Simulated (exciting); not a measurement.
# Core excitons at the Sn L₃ edge of SnF4, part 2 of 2

Wanted: the near-edge spectrum and the bound core excitons at the Sn L₃ edge of SnF4.

exciting sodium; X-ray absorption, core-level Bethe-Salpeter equation, exchange and statically screened direct term, Tamm-Dancoff, all-electron LAPW+lo LDA.

So far. Step 6 (Exchange alone): Maxima (height): 2.3 eV (0.18) and 13.9 eV (0.84); the curve is highest at the end of the window. The spectrum is that of the independent-particle run within 1 %. Step 7 (Direct term alone): Maxima (height): -2.9 eV (0.23), 9.8 eV (1.00) and 21.4 eV (0.73). The spectrum is that of the singlet run within 1 %.

### Step 9. A changed run

In this try the input is made faulty on purpose, to show what that does.

input.xml

```
<input>
  <title>SnF4</title>
  <structure speciespath="." autormt="false" epslat="1.0e-5">
    <crystal>
      <basevect>-3.8266954017 3.8266954017 7.4927640828</basevect>
      <basevect>3.8266954017 -3.8266954017 7.4927640828</basevect>
      <basevect>3.8266954017 3.8266954017 -7.4927640828</basevect>
    </crystal>
    <species speciesfile="Sn.xml" rmt="1.997">
      <atom coord="0.0000000000 0.0000000000 0.0000000000"/>
    </species>
    <species speciesfile="F.xml" rmt="1.448">
      <atom coord="0.0000000000 0.5000000000 0.5000000000"/>
      <atom coord="0.5000000000 0.0000000000 0.5000000000"/>
      <atom coord="0.7630000000 0.7630000000 0.0000000000"/>
      <atom coord="0.2370000000 0.2370000000 0.0000000000"/>
    </species>
  </structure>
  <groundstate do="skip" xctype="LDA_PW" ngridk="4 4 4" rgkmax="7" gmaxvr="14" nempty="8" swidth="0.001" maxscl="100" epsengy="1e-5"/>
  <xs xstype="BSE" ngridk="3 3 4" ngridq="3 3 4" vkloff="0.097 0.273 0.493" rgkmax="7" nempty="28" gqmax="3" lmaxapwwf="5" lmaxemat="3" broad="0.05071" tevout="true">
    <energywindow intv="141.112 142.729" points="439"/>
    <screening screentype="full" nempty="8"/>
    <BSE xas="true" xasspecies="1" xasatom="1" xasedge="L3" bsetype="singlet" nstlxas="1 24"/>
    <qpointset>
      <qpoint>0 0 0</qpoint>
    </qpointset>
    <plan>
      <doonly task="scrgeneigvec"/>
      <doonly task="scrwritepmat"/>
      <doonly task="screen"/>
      <doonly task="scrcoulint"/>
    </plan>
  </xs>
</input>
```

input.xml for the last start (plan only)

```
  <plan>
    <doonly task="bse"/>
  </plan>
```

Run with:

```console
$ OMP_NUM_THREADS=1 mpirun -n 2 exciting
$ OMP_NUM_THREADS=2 exciting
```

Numbers of over 12 decimals in the logs are rounded to 6 here.

What it wrote:

```text
| EXCITING SODIUM started for task scrgeneigvec ( 401)                         =
One-shot GS runs for BSE calculations
One-shot GS runs for k+qmt/2 grids
Info(xsgeneigvec): Generating eigenvectors for Q-point      1
Using screening GS parameters.
Info(xsgeneigvec): Generation of eigenvectors finished
| EXCITING SODIUM started for task scrwritepmat ( 420)                         =
Info(writepmatxs): Momentum matrix elements finished
Info(scrwritepmat): Momentum matrix elements for screening finished
| EXCITING SODIUM started for task screen ( 430)                               =
[...]
Info(setup_bse_block): Setting up RR part of hamiltonian
Info(setup_bse_block): Singlet spin state
Info(bse): Diagonalizing RR Hamiltonian (TDA)
Info(bse): Invoking Lapack routine ZHEEVR
      3456 eigen solutions found in the interval:
         i1=       1 i2=    3456
Info(bse): Writing excition energies and oscillator strengths to text file.
Info(makespectrum_dist): Making spectrum using formula for coupling with time reversed AR basis.
Info(makespectrum_dist): Using formalism for vanishing momentum transfer.
Info(writederived): Writing quantities derived from the macroscopic dielectric function.
Info(bselauncher): Spectrum finished for iqmt=  1
Info(bselauncher): All done for BSE type singlet
```

It took 9.4 min on 2 MPI ranks of Arm Neoverse V2, shared host.

The input has a fault: far too few empty states in the screening. Against the singlet run the r.m.s. difference is 17 %. Moving the earlier curve by -0.8 eV leaves 6 %. The highest maximum lies at 8.8 eV (1.10), against 9.8 eV (1.00). The first bright state moves from -2.91 to -4.11 eV. Too few states underscreen, so the attraction is too strong.

| E (eV) | first run | this run |
| --- | --- | --- |
| -9.0 | 0.02 | 0.03 |
| -8.0 | 0.03 | 0.04 |
| -7.0 | 0.04 | 0.06 |
| -6.0 | 0.05 | 0.09 |
| -5.0 | 0.08 | 0.17 |
| -4.0 | 0.15 | 0.23 |
| -3.0 | 0.22 | 0.16 |
| -2.0 | 0.17 | 0.10 |
| -1.0 | 0.11 | 0.09 |
| 0.0 | 0.10 | 0.09 |
| 1.0 | 0.10 | 0.10 |
| 2.0 | 0.10 | 0.10 |
| 3.0 | 0.11 | 0.12 |
| 4.0 | 0.13 | 0.16 |
| 5.0 | 0.18 | 0.24 |
| 6.0 | 0.27 | 0.38 |
| 7.0 | 0.41 | 0.62 |
| 8.0 | 0.68 | 0.96 |
| 9.0 | 0.95 | 1.09 |
| 10.0 | 1.00 | 0.97 |
| 11.0 | 0.91 | 0.80 |
| 12.0 | 0.73 | 0.61 |
| 13.0 | 0.55 | 0.47 |
| 14.0 | 0.44 | 0.40 |
| 15.0 | 0.40 | 0.40 |
| 16.0 | 0.44 | 0.47 |
| 17.0 | 0.53 | 0.57 |
| 18.0 | 0.63 | 0.65 |
| 19.0 | 0.68 | 0.67 |
| 20.0 | 0.69 | 0.66 |
| 21.0 | 0.72 | 0.68 |
| 22.0 | 0.71 | 0.63 |
| 23.0 | 0.65 | 0.58 |

### Step 10. The levels of theory side by side

| level | curve passes 0.15 (eV) | highest maximum (eV) | its height |
| --- | --- | --- | --- |
| IP | 1.1 | 13.9 | 0.84 |
| RPA | 1.1 | 13.9 | 0.84 |
| direct only | -3.9 | 9.8 | 1.00 |
| singlet | -3.9 | 9.8 | 1.00 |

| E (eV) | IP | RPA | direct only | singlet |
| --- | --- | --- | --- | --- |
| -8.0 | 0.01 | 0.01 | 0.03 | 0.03 |
| -7.0 | 0.01 | 0.01 | 0.04 | 0.04 |
| -6.0 | 0.02 | 0.02 | 0.05 | 0.05 |
| -5.0 | 0.02 | 0.02 | 0.08 | 0.08 |
| -4.0 | 0.02 | 0.02 | 0.15 | 0.15 |
| -3.0 | 0.03 | 0.03 | 0.22 | 0.22 |
| -2.0 | 0.04 | 0.04 | 0.17 | 0.17 |
| -1.0 | 0.06 | 0.06 | 0.11 | 0.11 |
| 0.0 | 0.09 | 0.09 | 0.10 | 0.10 |
| 1.0 | 0.15 | 0.15 | 0.10 | 0.10 |
| 2.0 | 0.18 | 0.18 | 0.10 | 0.10 |
| 3.0 | 0.17 | 0.17 | 0.11 | 0.11 |
| 4.0 | 0.13 | 0.13 | 0.13 | 0.13 |
| 5.0 | 0.10 | 0.10 | 0.18 | 0.18 |
| 6.0 | 0.11 | 0.11 | 0.27 | 0.27 |
| 7.0 | 0.13 | 0.13 | 0.41 | 0.41 |
| 8.0 | 0.15 | 0.15 | 0.68 | 0.68 |
| 9.0 | 0.18 | 0.18 | 0.95 | 0.95 |
| 10.0 | 0.26 | 0.26 | 1.00 | 1.00 |
| 11.0 | 0.38 | 0.38 | 0.91 | 0.91 |
| 12.0 | 0.55 | 0.55 | 0.73 | 0.73 |
| 13.0 | 0.76 | 0.76 | 0.55 | 0.55 |
| 14.0 | 0.84 | 0.84 | 0.44 | 0.44 |
| 15.0 | 0.74 | 0.74 | 0.40 | 0.40 |
| 16.0 | 0.59 | 0.59 | 0.44 | 0.44 |
| 17.0 | 0.47 | 0.47 | 0.53 | 0.53 |
| 18.0 | 0.44 | 0.44 | 0.63 | 0.63 |
| 19.0 | 0.49 | 0.49 | 0.68 | 0.68 |
| 20.0 | 0.58 | 0.58 | 0.69 | 0.69 |
| 21.0 | 0.67 | 0.67 | 0.72 | 0.72 |
| 22.0 | 0.78 | 0.78 | 0.71 | 0.71 |
| 23.0 | 0.87 | 0.87 | 0.65 | 0.65 |

### Step 11. What came out

```
absorber and edge   : Sn L₃, atom 1
surroundings        : 2 F at 1.88 Å and 4 F at 2.02 Å (distorted octahedral, site symmetry 4/mmm)
first bright state  : -2.91 eV from the Kohn–Sham onset, on this mesh
highest maximum     : 9.8 eV
cost of the BSE run : 22 min on 2 MPI ranks of Arm Neoverse V2, shared host; the last task ran on as many threads
```

**Reading.** Is a core exciton bound? Yes on this mesh: the first bright state (over 5 % of the brightest) lies at -2.91 eV from the Kohn–Sham onset and at -3.13 eV from the lowest bare transition of its own mesh. Changing the half width (eV) from 1.38 to 0.34 alters the spectrum by 35 % r.m.s. Exchange alone changes the independent-particle spectrum by 0.0 % r.m.s. Leaving exchange out of the full kernel changes the spectrum by 0.0 % r.m.s. Binding energies aren't converged on 36 k points, and fine structure above the first lines is partly noise of the mesh. Exchange and the short-range direct term aren't converged in the kernel cutoff. The zero comes from the unshifted 4×4×4 ground-state mesh; it is exact only where the band minimum lies on that mesh. The conduction states carry no spin here, so the exchange coupling to the spinor core hole is only partly held. This core level is treated alone, with no coupling to its spin–orbit partner. The Kohn–Sham onset, 3852 eV, is no photon energy (tabulated edge of the element: 3929 eV): the scale needs a rigid shift. No quasiparticle correction widens the gap or stretches the bands. Vibrations and energy-dependent lifetimes are left out. The structure is a published determination, not relaxed.

[Banner, clock and machine lines of the logs are left out without a mark of their own.]

[Logs are printed without paths, hosts, clocks, repeated set-up lines and the standing remarks that a program may print on its own settings, such as how far it seeks lower states.]

[Hosts, paths, dates, database ids (printed as entryN), source tags and the programs' standing remarks are cut or masked in the printed files.]
